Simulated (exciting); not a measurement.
Two BSE runs for the Sr L₃ edge of CsSrF3, space group Pm-3m. Run A: exciting, all-electron LAPW+lo, LDA, exchange and screened direct term (singlet BSE), 3×3×3 shifted k points, 54 conduction bands, |G+q| up to 3 bohr⁻¹ (2 in the exchange term), full RPA screening with nempty = 85, Lorentzian half width 0.69 eV. Run B has a fault in its input.

Energy from the Kohn–Sham onset, core level to the lowest empty state found on the meshes used; one zero for both, scaled to A's maximum:

| E (eV) | A | B |
| --- | --- | --- |
| -9.0 | 0.02 | 0.06 |
| -8.5 | 0.02 | 0.08 |
| -8.0 | 0.02 | 0.10 |
| -7.5 | 0.02 | 0.15 |
| -7.0 | 0.03 | 0.24 |
| -6.5 | 0.04 | 0.44 |
| -6.0 | 0.04 | 0.86 |
| -5.5 | 0.06 | 1.20 |
| -5.0 | 0.08 | 0.83 |
| -4.5 | 0.11 | 0.62 |
| -4.0 | 0.16 | 0.77 |
| -3.5 | 0.27 | 0.88 |
| -3.0 | 0.52 | 0.53 |
| -2.5 | 0.93 | 0.29 |
| -2.0 | 0.86 | 0.18 |
| -1.5 | 0.56 | 0.12 |
| -1.0 | 0.55 | 0.09 |
| -0.5 | 0.70 | 0.08 |
| 0.0 | 0.58 | 0.08 |
| 0.5 | 0.42 | 0.08 |
| 1.0 | 0.37 | 0.08 |
| 1.5 | 0.29 | 0.08 |
| 2.0 | 0.22 | 0.08 |
| 2.5 | 0.17 | 0.08 |
| 3.0 | 0.14 | 0.07 |
| 3.5 | 0.12 | 0.07 |
| 4.0 | 0.11 | 0.07 |
| 4.5 | 0.11 | 0.07 |
| 5.0 | 0.11 | 0.07 |
| 5.5 | 0.11 | 0.07 |
| 6.0 | 0.10 | 0.07 |
| 6.5 | 0.10 | 0.07 |
| 7.0 | 0.09 | 0.07 |
| 7.5 | 0.09 | 0.07 |
| 8.0 | 0.09 | 0.07 |
| 8.5 | 0.09 | 0.06 |
| 9.0 | 0.08 | 0.06 |
| 9.5 | 0.07 | 0.05 |
| 10.0 | 0.06 | 0.05 |
| 10.5 | 0.06 | 0.05 |
| 11.0 | 0.06 | 0.06 |
| 11.5 | 0.07 | 0.08 |
| 12.0 | 0.09 | 0.10 |
| 12.5 | 0.11 | 0.11 |
| 13.0 | 0.13 | 0.11 |
| 13.5 | 0.13 | 0.09 |
| 14.0 | 0.12 | 0.08 |
| 14.5 | 0.12 | 0.08 |
| 15.0 | 0.11 | 0.07 |
| 15.5 | 0.10 | 0.07 |
| 16.0 | 0.10 | 0.06 |
| 16.5 | 0.08 | 0.05 |
| 17.0 | 0.07 | 0.05 |
| 17.5 | 0.07 | 0.05 |
| 18.0 | 0.07 | 0.06 |
| 18.5 | 0.08 | 0.06 |
| 19.0 | 0.08 | 0.06 |
| 19.5 | 0.08 | 0.05 |
| 20.0 | 0.07 | 0.05 |
| 20.5 | 0.07 | 0.04 |
| 21.0 | 0.06 | 0.04 |
| 21.5 | 0.06 | 0.04 |
| 22.0 | 0.06 | 0.05 |
| 22.5 | 0.06 | 0.05 |
| 23.0 | 0.06 | 0.05 |

Q: What most likely went wrong in run B?

Far too few empty states in the screening (empty states in the screening from 85 to 8). The spectrum differs from run A by 118 % r.m.s. Moving the earlier curve by -3.3 eV leaves 25 %. The highest maximum lies at -5.6 eV (1.20), against -2.3 eV (1.00). The first bright state moves from -2.33 to -5.58 eV. Too few states underscreen, so the attraction is too strong. Other settings could leave a like mark; this is the change that was made.

[Hosts, paths, dates, database ids (printed as entryN), source tags and the programs' standing remarks are cut or masked in the printed files.]
